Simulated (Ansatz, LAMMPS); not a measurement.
# Structural relaxation of a frame of liquid (K,Li)2CO3 from 1100 K (102 atoms), part 2 of 4

How does a frame of liquid (K,Li)2CO3 from 1100 K (102 atoms) relax, and what do bonds, charges and levels look like afterwards?

Ansatz 0.2.0; Kohn-Sham DFT, r2SCAN, PAW (set soft_2), plane waves.

The cell: 17 C, 51 O, 13 K and 21 Li. The network of bonds at the start is that of the classical potential that made the cell. Only the Γ point is sampled, in a cell whose shortest periodic width is 11 Å.

So far. Step 3 (Single point at the start): Neighbours are counted within 2.58 Å (O-Li), 1.73 Å (O-C), 3.52 Å (O-K).

## Step 4: Relaxation

The atoms are relaxed in the fixed cell, aiming at the force tolerance of the input.

Input file input.yaml:

```yaml
crystal:
  lattice:
    - [11.45401, 0.0, 0.0]
    - [0.0, 11.45401, 0.0]
    - [0.0, 0.0, 11.45401]
  atoms:
    [... the 102 atom lines of step 3 ...]
kpoints:
  mp_grid: { grid: [1, 1, 1] }
hamiltonian:
  xc: r2scan
scf:
  occupations: { method: fixed }
output:
  forces: true
relax:
  f_tol: 0.05
  max_steps: 200
```

Run with:

```sh
ansatz run input.yaml --threads 4 --pin off --max-ram 8192MiB --backend cpu --events-out ev --progress --plain --runs-dir out
```

Numbers of over 12 decimals in the logs are rounded to 6 here.

What it wrote:

```text
[...]
Crystal: 102 atoms, lattice volume = 1502.701 Å³
Basis set: ecut = 500 eV, 38161 PW (Γ), exchange–correlation on 360×360×360 points (64 copies of the dense FFT grid, shifted against one another)
Bands: 379, of which v1, the nominal top of the filled ones, is band 277 counted from 1 (276 counted from 0)
Symmetry: 1 space group operations
[...]
k-points: 1
[...]
SCF iter   1: F=—  HF=-57671.234163 eV  |F-HF|=—  |Δ(HF+E_count)|=         —  Δρ=8.71e-3  dr2=1.18e0  dr2_τ=1.03e1  ethr=1.77e-3  ⟨swp⟩=5.0  Hψ=1194  notcnv=0  defer=100
[...]
SCF iter   3: F=—  HF=-57672.936423 eV  |F-HF|=—  |Δ(HF+E_count)|=   2.40e-2  Δρ=1.59e-3  dr2=4.26e-2  dr2_τ=2.56e-3  ethr=2.82e-5  ⟨swp⟩=3.0  Hψ=421  notcnv=0  defer=83
automatic band count: iteration 3 solves 362 bands in place of 379: the levels show a gap, and the empty bands left out lie too high to hold charge; the band table lists the bands solved (type scf.n_extra_bands for more)
SCF iter   4: F=—  HF=-57672.933659 eV  |F-HF|=—  |Δ(HF+E_count)|=   2.76e-3  Δρ=4.93e-4  dr2=4.39e-3  dr2_τ=5.17e-4  ethr=7.70e-6  ⟨swp⟩=2.0  Hψ=567  notcnv=0  defer=83
[...]
SCF iter   8: F=-57672.934864 eV  HF=-57672.934862 eV  |F-HF|=2.34e-6  |Δ(HF+E_count)|=   1.66e-5  Δρ=1.73e-5  dr2=4.50e-6  dr2_τ=5.76e-7  ethr=3.17e-9  ⟨swp⟩=4.0  Hψ=1026  notcnv=0
SCF 1 converged in 8 iterations: F = -57672.934864 eV  dr2 = 4.50e-6
[...]
relax step   1: F+E_penalty+E_count = -57672.93486414 eV  Δ(F+E_penalty+E_count) = +0.000e0 eV  max|allowed force component| = 8.808e0 eV/Å  Δτ_max = 0.0000 Å  (8 SCF iters, dr2 threshold 6.25e-5 eV, accepted)
[... from here on, the SCF cycles and remarks between the steps are left out ...]
relax step   2: F+E_penalty+E_count = -57685.74754066 eV  Δ(F+E_penalty+E_count) = -1.281e1 eV  max|allowed force component| = 3.972e0 eV/Å  Δτ_max = 0.1949 Å  (7 SCF iters, dr2 threshold 1.00e-4 eV, accepted)
relax step   3: F+E_penalty+E_count = -57689.06190468 eV  Δ(F+E_penalty+E_count) = -3.314e0 eV  max|allowed force component| = 2.170e0 eV/Å  Δτ_max = 0.1991 Å  (7 SCF iters, dr2 threshold 1.00e-4 eV, accepted)
relax step   4: F+E_penalty+E_count = -57691.13234510 eV  Δ(F+E_penalty+E_count) = -2.070e0 eV  max|allowed force component| = 1.435e0 eV/Å  Δτ_max = 0.1950 Å  (7 SCF iters, dr2 threshold 1.00e-4 eV, accepted)
relax step   5: F+E_penalty+E_count = -57692.69229775 eV  Δ(F+E_penalty+E_count) = -1.560e0 eV  max|allowed force component| = 1.365e0 eV/Å  Δτ_max = 0.1953 Å  (7 SCF iters, dr2 threshold 1.00e-4 eV, accepted)
relax step   6: F+E_penalty+E_count = -57693.80385281 eV  Δ(F+E_penalty+E_count) = -1.112e0 eV  max|allowed force component| = 1.132e0 eV/Å  Δτ_max = 0.2000 Å  (7 SCF iters, dr2 threshold 1.00e-4 eV, accepted)
relax step   7: F+E_penalty+E_count = -57694.94191447 eV  Δ(F+E_penalty+E_count) = -1.138e0 eV  max|allowed force component| = 7.306e-1 eV/Å  Δτ_max = 0.1943 Å  (7 SCF iters, dr2 threshold 1.00e-4 eV, accepted)
relax step   8: F+E_penalty+E_count = -57695.68163672 eV  Δ(F+E_penalty+E_count) = -7.397e-1 eV  max|allowed force component| = 6.626e-1 eV/Å  Δτ_max = 0.2000 Å  (7 SCF iters, dr2 threshold 1.00e-4 eV, accepted)
relax step   9: F+E_penalty+E_count = -57696.30269708 eV  Δ(F+E_penalty+E_count) = -6.211e-1 eV  max|allowed force component| = 4.954e-1 eV/Å  Δτ_max = 0.1948 Å  (7 SCF iters, dr2 threshold 1.00e-4 eV, accepted)
relax step  10: F+E_penalty+E_count = -57696.64453602 eV  Δ(F+E_penalty+E_count) = -3.418e-1 eV  max|allowed force component| = 9.912e-1 eV/Å  Δτ_max = 0.1900 Å  (7 SCF iters, dr2 threshold 1.00e-4 eV, accepted)
relax step  11: F+E_penalty+E_count = -57696.90836947 eV  Δ(F+E_penalty+E_count) = -2.638e-1 eV  max|allowed force component| = 7.112e-1 eV/Å  Δτ_max = 0.2000 Å  (7 SCF iters, dr2 threshold 1.00e-4 eV, accepted)
relax step  12: F+E_penalty+E_count = -57697.17677048 eV  Δ(F+E_penalty+E_count) = -2.684e-1 eV  max|allowed force component| = 3.808e-1 eV/Å  Δτ_max = 0.1952 Å  (7 SCF iters, dr2 threshold 1.00e-4 eV, accepted)
relax step  13: F+E_penalty+E_count = -57697.38315584 eV  Δ(F+E_penalty+E_count) = -2.064e-1 eV  max|allowed force component| = 3.085e-1 eV/Å  Δτ_max = 0.2000 Å  (7 SCF iters, dr2 threshold 4.16e-5 eV, accepted)
relax step  14: F+E_penalty+E_count = -57697.48709422 eV  Δ(F+E_penalty+E_count) = -1.039e-1 eV  max|allowed force component| = 5.670e-1 eV/Å  Δτ_max = 0.1925 Å  (7 SCF iters, dr2 threshold 2.73e-5 eV, accepted)
relax step  15: F+E_penalty+E_count = -57697.53767913 eV  Δ(F+E_penalty+E_count) = -5.058e-2 eV  max|allowed force component| = 4.698e-1 eV/Å  Δτ_max = 0.1226 Å  (7 SCF iters, dr2 threshold 1.00e-4 eV, accepted)
relax step  16: F+E_penalty+E_count = -57697.64077359 eV  Δ(F+E_penalty+E_count) = -1.031e-1 eV  max|allowed force component| = 1.636e-1 eV/Å  Δτ_max = 0.2000 Å  (7 SCF iters, dr2 threshold 1.00e-4 eV, accepted)
relax step  17: F+E_penalty+E_count = -57697.68253409 eV  Δ(F+E_penalty+E_count) = -4.176e-2 eV  max|allowed force component| = 2.014e-1 eV/Å  Δτ_max = 0.1924 Å  (8 SCF iters, dr2 threshold 3.25e-6 eV, accepted)
relax step  18: F+E_penalty+E_count = -57697.68435312 eV  Δ(F+E_penalty+E_count) = -1.819e-3 eV  max|allowed force component| = 4.903e-1 eV/Å  Δτ_max = 0.1009 Å  (7 SCF iters, dr2 threshold 4.92e-6 eV, accepted)
relax step  19: F+E_penalty+E_count = -57697.73738836 eV  Δ(F+E_penalty+E_count) = -5.304e-2 eV  max|allowed force component| = 1.847e-1 eV/Å  Δτ_max = 0.2000 Å  (7 SCF iters, dr2 threshold 1.00e-4 eV, accepted)
relax step  20: F+E_penalty+E_count = -57697.75617269 eV  Δ(F+E_penalty+E_count) = -1.878e-2 eV  max|allowed force component| = 2.105e-1 eV/Å  Δτ_max = 0.0460 Å  (7 SCF iters, dr2 threshold 4.85e-6 eV, accepted)
relax step  21: F+E_penalty+E_count = -57697.77443531 eV  Δ(F+E_penalty+E_count) = -1.826e-2 eV  max|allowed force component| = 2.281e-1 eV/Å  Δτ_max = 0.0792 Å  (7 SCF iters, dr2 threshold 6.29e-6 eV, accepted)
relax step  22: F+E_penalty+E_count = -57697.79312822 eV  Δ(F+E_penalty+E_count) = -1.869e-2 eV  max|allowed force component| = 5.431e-1 eV/Å  Δτ_max = 0.1268 Å  (7 SCF iters, dr2 threshold 5.20e-5 eV, accepted)
relax step  23: F+E_penalty+E_count = -57697.81925194 eV  Δ(F+E_penalty+E_count) = -2.612e-2 eV  max|allowed force component| = 5.714e-1 eV/Å  Δτ_max = 0.0699 Å  (6 SCF iters, dr2 threshold 1.00e-4 eV, accepted)
relax step  24: F+E_penalty+E_count = -57697.87048893 eV  Δ(F+E_penalty+E_count) = -5.124e-2 eV  max|allowed force component| = 6.809e-1 eV/Å  Δτ_max = 0.1862 Å  (7 SCF iters, dr2 threshold 1.00e-4 eV, accepted)
[...]
relax step  35: F+E_penalty+E_count = -57698.57312253 eV  Δ(F+E_penalty+E_count) = +4.929e-3 eV  max|allowed force component| = 8.997e-1 eV/Å  Δτ_max = 0.1818 Å  (7 SCF iters, dr2 threshold 1.97e-5 eV, rejected (line search))
relax step  36: F+E_penalty+E_count = -57698.61874903 eV  Δ(F+E_penalty+E_count) = -4.070e-2 eV  max|allowed force component| = 1.792e-1 eV/Å  Δτ_max = 0.0909 Å  (10 SCF iters, accepted)
[...]
relax step  40: F+E_penalty+E_count = -57698.70322724 eV  Δ(F+E_penalty+E_count) = -7.754e-3 eV  max|allowed force component| = 3.782e-1 eV/Å  Δτ_max = 0.1716 Å  (10 SCF iters, accepted)
[...]
relax step  46: F+E_penalty+E_count = -57698.85048477 eV  Δ(F+E_penalty+E_count) = -2.570e-2 eV  max|allowed force component| = 3.482e-1 eV/Å  Δτ_max = 0.1582 Å  (10 SCF iters, accepted)
[...]
relax step  48: F+E_penalty+E_count = -57698.89919094 eV  Δ(F+E_penalty+E_count) = -2.478e-2 eV  max|allowed force component| = 5.451e-1 eV/Å  Δτ_max = 0.0767 Å  (6 SCF iters, dr2 threshold 1.00e-4 eV, accepted)
relax step  49: F+E_penalty+E_count = -57698.95600878 eV  Δ(F+E_penalty+E_count) = -5.682e-2 eV  max|allowed force component| = 1.857e-1 eV/Å  Δτ_max = 0.2000 Å  (7 SCF iters, dr2 threshold 1.00e-4 eV, accepted)
relax step  50: F+E_penalty+E_count = -57698.98078236 eV  Δ(F+E_penalty+E_count) = -2.477e-2 eV  max|allowed force component| = 1.694e-1 eV/Å  Δτ_max = 0.2000 Å  (8 SCF iters, dr2 threshold 4.00e-6 eV, accepted)
relax step  51: F+E_penalty+E_count = -57698.98387563 eV  Δ(F+E_penalty+E_count) = -3.093e-3 eV  max|allowed force component| = 8.329e-1 eV/Å  Δτ_max = 0.1981 Å  (8 SCF iters, dr2 threshold 3.33e-6 eV, accepted)
relax step  52: F+E_penalty+E_count = -57699.03278157 eV  Δ(F+E_penalty+E_count) = -4.891e-2 eV  max|allowed force component| = 3.934e-1 eV/Å  Δτ_max = 0.2000 Å  (6 SCF iters, dr2 threshold 1.00e-4 eV, accepted)
relax step  53: F+E_penalty+E_count = -57699.07847373 eV  Δ(F+E_penalty+E_count) = -4.569e-2 eV  max|allowed force component| = 4.514e-1 eV/Å  Δτ_max = 0.1957 Å  (7 SCF iters, dr2 threshold 3.45e-5 eV, accepted)
relax step  54: F+E_penalty+E_count = -57699.12699556 eV  Δ(F+E_penalty+E_count) = -4.852e-2 eV  max|allowed force component| = 1.777e-1 eV/Å  Δτ_max = 0.2000 Å  (7 SCF iters, dr2 threshold 4.55e-5 eV, accepted)
relax step  55: F+E_penalty+E_count = -57699.14176429 eV  Δ(F+E_penalty+E_count) = -1.477e-2 eV  max|allowed force component| = 9.863e-2 eV/Å  Δτ_max = 0.0879 Å  (7 SCF iters, dr2 threshold 4.90e-6 eV, accepted)
relax step  56: F+E_penalty+E_count = -57699.14783716 eV  Δ(F+E_penalty+E_count) = -6.073e-3 eV  max|allowed force component| = 4.154e-2 eV/Å  Δτ_max = 0.0569 Å  (8 SCF iters, accepted)
[...]
SCF iter   2: F=-57699.147837 eV  HF=-57699.147837 eV  |F-HF|=6.61e-8  |Δ(HF+E_count)|=   6.38e-8  Δρ=1.02e-6  dr2=2.77e-8  dr2_τ=1.98e-9  ethr=1.64e-11  ⟨swp⟩=4.0  Hψ=1044  notcnv=0
SCF 57 converged in 2 iterations: F = -57699.147837 eV  dr2 = 2.77e-8
SCF converged after 2 iterations
Free energy (F): -57699.147837 eV
[...]
Internal energy: -57699.147837 eV  (E = F + TS)
E sigma→0 (E₀):  -57699.147837 eV
Fermi energy:    1.773618 eV
[...]
--- Forces (eV/Å), atoms counted from 1 ---
  atom   1  C     -0.01398429     0.01410197     0.00543545
  atom   2  O     -0.00809356     0.00243477     0.00440859
  atom   3  O     -0.00008884    -0.00183258    -0.00962558
  atom   4  O      0.01276138     0.00839585    -0.01396865
  atom   5  C     -0.00423688    -0.02266195    -0.02272602
  atom   6  O      0.00595952     0.01275023     0.00431428
  atom   7  O      0.00637550     0.01385945     0.01217849
  atom   8  O      0.00497921     0.02087573     0.00369728
  atom   9  C     -0.03099272    -0.00360043     0.01448761
  atom  10  O      0.01762718     0.00090263    -0.02179875
  atom  11  O      0.01764662     0.00504776     0.00006992
  atom  12  O      0.01247537     0.00247911    -0.01200086
  atom  13  C      0.02367675     0.01318988    -0.00754595
  atom  14  O     -0.01304108    -0.00551078     0.00175864
[...]
atom 101  Li     0.00745867     0.00056935     0.00118222
  atom 102  Li    -0.00881084     0.01685849     0.00649668
  max |Σ_I F_I| component: 3.58e-4 eV/Å
--- Relaxed structure (56 steps of the walk, 55 accepted, 0 SCFs on fresh bases) ---
  F+E_penalty+E_count = -57699.14783716 eV   max|allowed force component| = 4.154e-2 eV/Å
  atoms:
    - { symbol: C, position: [0.655245, 0.164152, 0.615414] }
    - { symbol: O, position: [0.707717, 0.138125, 0.713125] }
    - { symbol: O, position: [0.559984, 0.111793, 0.587731] }
    - { symbol: O, position: [0.696986, 0.246115, 0.550791] }
[...]
- { symbol: Li, position: [0.587625, 0.170770, 0.826056] }
```

The job ended after 61 min (4 threads of Arm Neoverse N1, shared host; peak memory 4.1 GiB).

Relaxation path (22 of 56):

| step | energy less that of the first step (eV) | largest force component (eV/Å) |
| --- | --- | --- |
| 1 | 0.0000 | 8.8079 |
| 4 | -18.1975 | 1.4351 |
| 6 | -20.8690 | 1.1318 |
| 9 | -23.3678 | 0.4954 |
| 11 | -23.9735 | 0.7112 |
| 14 | -24.5522 | 0.5670 |
| 17 | -24.7477 | 0.2014 |
| 19 | -24.8025 | 0.1847 |
| 22 | -24.8583 | 0.5431 |
| 25 | -24.9687 | 0.9383 |
| 27 | -25.1479 | 0.4577 |
| 30 | -25.2739 | 0.3670 |
| 32 | -25.4311 | 1.0864 |
| 35 | -25.6383 | 0.8997 |
| 38 | -25.7151 | 0.3241 |
| 40 | -25.7684 | 0.3782 |
| 43 | -25.8310 | 0.6709 |
| 46 | -25.9156 | 0.3482 |
| 48 | -25.9643 | 0.5451 |
| 51 | -26.0490 | 0.8329 |
| 53 | -26.1436 | 0.4514 |
| 56 | -26.2130 | 0.0415 |

Relaxation step 35 was tried and not accepted.

The atoms that moved most (Å):

| atom | dx | dy | dz | length |
| --- | --- | --- | --- | --- |
| O30 | -1.512 | -0.439 | -0.864 | 1.796 |
| O59 | 0.392 | -0.995 | 1.307 | 1.689 |
| O27 | 0.248 | -1.355 | -0.755 | 1.571 |
| K76 | -1.505 | -0.172 | 0.077 | 1.517 |
| K70 | -0.502 | -1.063 | 0.953 | 1.514 |
| O60 | 0.591 | 1.359 | -0.037 | 1.482 |
| O15 | 1.141 | 0.088 | 0.911 | 1.463 |
| O40 | -0.335 | 1.178 | 0.759 | 1.441 |

The relaxation changed the energy by -257 meV/atom, and atoms moved by 0.84 Å r.m.s., 1.8 Å at most.

## Step 5: Distances and neighbours after relaxation

Bonds before and after, by the cutoffs listed below:

| pair | bonds before | bonds after | mean before (Å) | mean after (Å) | spread before (Å) | spread after (Å) |
| --- | --- | --- | --- | --- | --- | --- |
| O-Li | 76 | 82 | 2.110 | 1.993 | 0.140 | 0.080 |
| O-C | 51 | 51 | 1.268 | 1.291 | 0.050 | 0.011 |
| O-K | 81 | 90 | 2.964 | 2.899 | 0.271 | 0.217 |

Density 1.85 g/cm³, 14.73 Å³ an atom.

Pair distribution functions g(r), in bins of 0.2 Å:

| r (Å) | total | O-O | O-Li | O-C | O-K | Li-Li | Li-C |
| --- | --- | --- | --- | --- | --- | --- | --- |
| 1.20 | 2.97 | 0.00 | 0.00 | 17.80 | 0.00 | 0.00 | 0.00 |
| 1.40 | 0.59 | 0.00 | 0.00 | 3.54 | 0.00 | 0.00 | 0.00 |
| 1.60 | 0.00 | 0.00 | 0.00 | 0.00 | 0.00 | 0.00 | 0.00 |
| 1.80 | 0.20 | 0.00 | 0.96 | 0.00 | 0.00 | 0.00 | 0.00 |
| 2.00 | 2.02 | 0.00 | 9.78 | 0.00 | 0.00 | 0.00 | 0.00 |
| 2.20 | 1.37 | 4.71 | 0.82 | 0.00 | 0.00 | 0.00 | 0.34 |
| 2.40 | 0.18 | 0.00 | 0.10 | 0.00 | 0.00 | 0.00 | 2.35 |
| 2.60 | 0.55 | 0.00 | 0.17 | 0.00 | 2.42 | 1.21 | 2.23 |
| 2.80 | 1.08 | 0.18 | 0.28 | 0.00 | 3.92 | 1.73 | 5.72 |
| 3.00 | 1.09 | 0.81 | 0.81 | 0.15 | 2.03 | 2.13 | 3.00 |
| 3.20 | 1.29 | 1.92 | 0.55 | 0.40 | 0.97 | 2.12 | 1.97 |
| 3.40 | 1.11 | 1.45 | 1.46 | 0.72 | 0.47 | 0.69 | 0.14 |
| 3.60 | 0.94 | 1.00 | 0.93 | 0.85 | 0.48 | 1.04 | 0.27 |
| 3.80 | 0.89 | 0.55 | 1.21 | 1.43 | 0.63 | 0.19 | 0.23 |
| 4.00 | 1.00 | 0.72 | 1.29 | 1.46 | 0.96 | 0.69 | 0.00 |
| 4.20 | 1.06 | 0.70 | 1.08 | 1.91 | 0.97 | 0.92 | 0.20 |
| 4.40 | 0.90 | 0.85 | 0.49 | 1.60 | 1.12 | 0.42 | 0.61 |
| 4.60 | 0.95 | 0.95 | 0.84 | 1.14 | 1.41 | 0.52 | 0.32 |
| 4.80 | 0.94 | 1.17 | 0.88 | 0.57 | 0.90 | 1.65 | 0.51 |
| 5.00 | 1.04 | 1.35 | 1.03 | 0.94 | 1.33 | 0.86 | 0.60 |
| 5.20 | 1.01 | 1.40 | 0.68 | 0.71 | 0.94 | 1.40 | 1.19 |
| 5.40 | 1.07 | 1.12 | 0.78 | 1.09 | 0.83 | 1.77 | 1.39 |
| 5.60 | 0.97 | 1.03 | 0.92 | 0.95 | 0.88 | 0.95 | 1.02 |

Bonds by pair of elements; cutoffs follow the first minimum of g(r), held within bounds set by covalent radii, and pairs that aren't listed don't count as bonded:

| pair A-B | cutoff (Å) | bonds | mean length (Å) | spread (Å) | shortest (Å) | B about A | A about B |
| --- | --- | --- | --- | --- | --- | --- | --- |
| O-Li | 2.38 | 82 | 1.99 | 0.08 | 1.84 | 1.61 | 3.90 |
| O-C | 1.73 | 51 | 1.29 | 0.011 | 1.26 | 1 | 3 |
| O-K | 3.52 | 90 | 2.90 | 0.217 | 2.55 | 1.76 | 6.92 |

How many atoms have how many bonded neighbours:

| element | mean | 3 | 4 | 5 | 6 | 7 | 8 | 10 |
| --- | --- | --- | --- | --- | --- | --- | --- | --- |
| C | 3 | 17 | 0 | 0 | 0 | 0 | 0 | 0 |
| K | 6.92 | 0 | 1 | 0 | 2 | 8 | 1 | 1 |
| Li | 3.90 | 3 | 17 | 1 | 0 | 0 | 0 | 0 |
| O | 4.37 | 4 | 28 | 15 | 4 | 0 | 0 | 0 |

Bond angles, per cent of each kind in bins of 5°:

| angle (°) | K-O-Li | O-Li-O | C-O-K | C-O-Li |
| --- | --- | --- | --- | --- |
| 55–60 | 1.6 | 0.0 | 0.0 | 0.0 |
| 60–65 | 0.8 | 2.5 | 0.0 | 0.0 |
| 65–70 | 4.9 | 5.0 | 2.2 | 0.0 |
| 70–75 | 9.0 | 0.0 | 3.3 | 0.0 |
| 75–80 | 5.7 | 0.0 | 1.1 | 2.4 |
| 80–85 | 13.9 | 0.8 | 8.9 | 3.7 |
| 85–90 | 16.4 | 4.1 | 12.2 | 12.2 |
| 90–95 | 5.7 | 0.8 | 7.8 | 3.7 |
| 95–100 | 9.0 | 7.4 | 7.8 | 3.7 |
| 100–105 | 6.6 | 16.5 | 8.9 | 3.7 |
| 105–110 | 2.5 | 14.9 | 5.6 | 4.9 |
| 110–115 | 4.1 | 13.2 | 8.9 | 6.1 |
| 115–120 | 1.6 | 12.4 | 5.6 | 11.0 |
| 120–125 | 1.6 | 5.8 | 5.6 | 14.6 |
| 125–130 | 0.8 | 5.0 | 3.3 | 6.1 |
| 130–135 | 2.5 | 4.1 | 2.2 | 8.5 |
| 135–140 | 2.5 | 3.3 | 3.3 | 4.9 |
| 140–145 | 0.8 | 1.7 | 4.4 | 1.2 |
| 145–150 | 1.6 | 0.0 | 2.2 | 4.9 |
| 150–155 | 1.6 | 2.5 | 3.3 | 2.4 |
| 155–160 | 2.5 | 0.0 | 2.2 | 2.4 |
| 160–165 | 0.8 | 0.0 | 1.1 | 0.0 |
| 165–170 | 0.0 | 0.0 | 0.0 | 0.0 |
| 170–175 | 2.5 | 0.0 | 0.0 | 2.4 |
| 175–180 | 0.8 | 0.0 | 0.0 | 1.2 |

Bond angles (no mean is given where the spread exceeds 20°):

| angle | count | mean (°) | spread (°) |
| --- | --- | --- | --- |
| K-O-Li | 122 | - | - |
| O-Li-O | 121 | 109 | 18.4 |
| C-O-K | 90 | - | - |
| C-O-Li | 82 | - | - |

Bond length by coordination (bonds to H left out):

| element | coordination | atoms | mean bond length (Å) |
| --- | --- | --- | --- |
| K | 4 | 1 | 2.74 |
| K | 6 | 2 | 2.86 |
| K | 7 | 8 | 2.90 |
| K | 8 | 1 | 2.96 |
| K | 10 | 1 | 2.93 |
| Li | 3 | 3 | 1.93 |
| Li | 4 | 17 | 1.99 |
| Li | 5 | 1 | 2.09 |
| O | 3 | 4 | 1.78 |
| O | 4 | 28 | 2.10 |
| O | 5 | 15 | 2.34 |
| O | 6 | 4 | 2.39 |

With the cutoffs above, all C atoms have 3, 62 % of K atoms have 7, 81 % of Li atoms have 4 and 55 % of O atoms have 4 bonded neighbours.

(Part 2 of 4 ends here.)

[Logs are printed without paths, hosts, clocks, repeated set-up lines and the standing remarks that a program may print on its own settings, such as how far it seeks lower states.]

[Hosts, paths, dates, database ids (printed as entryN), source tags and the programs' standing remarks are cut or masked in the printed files.]
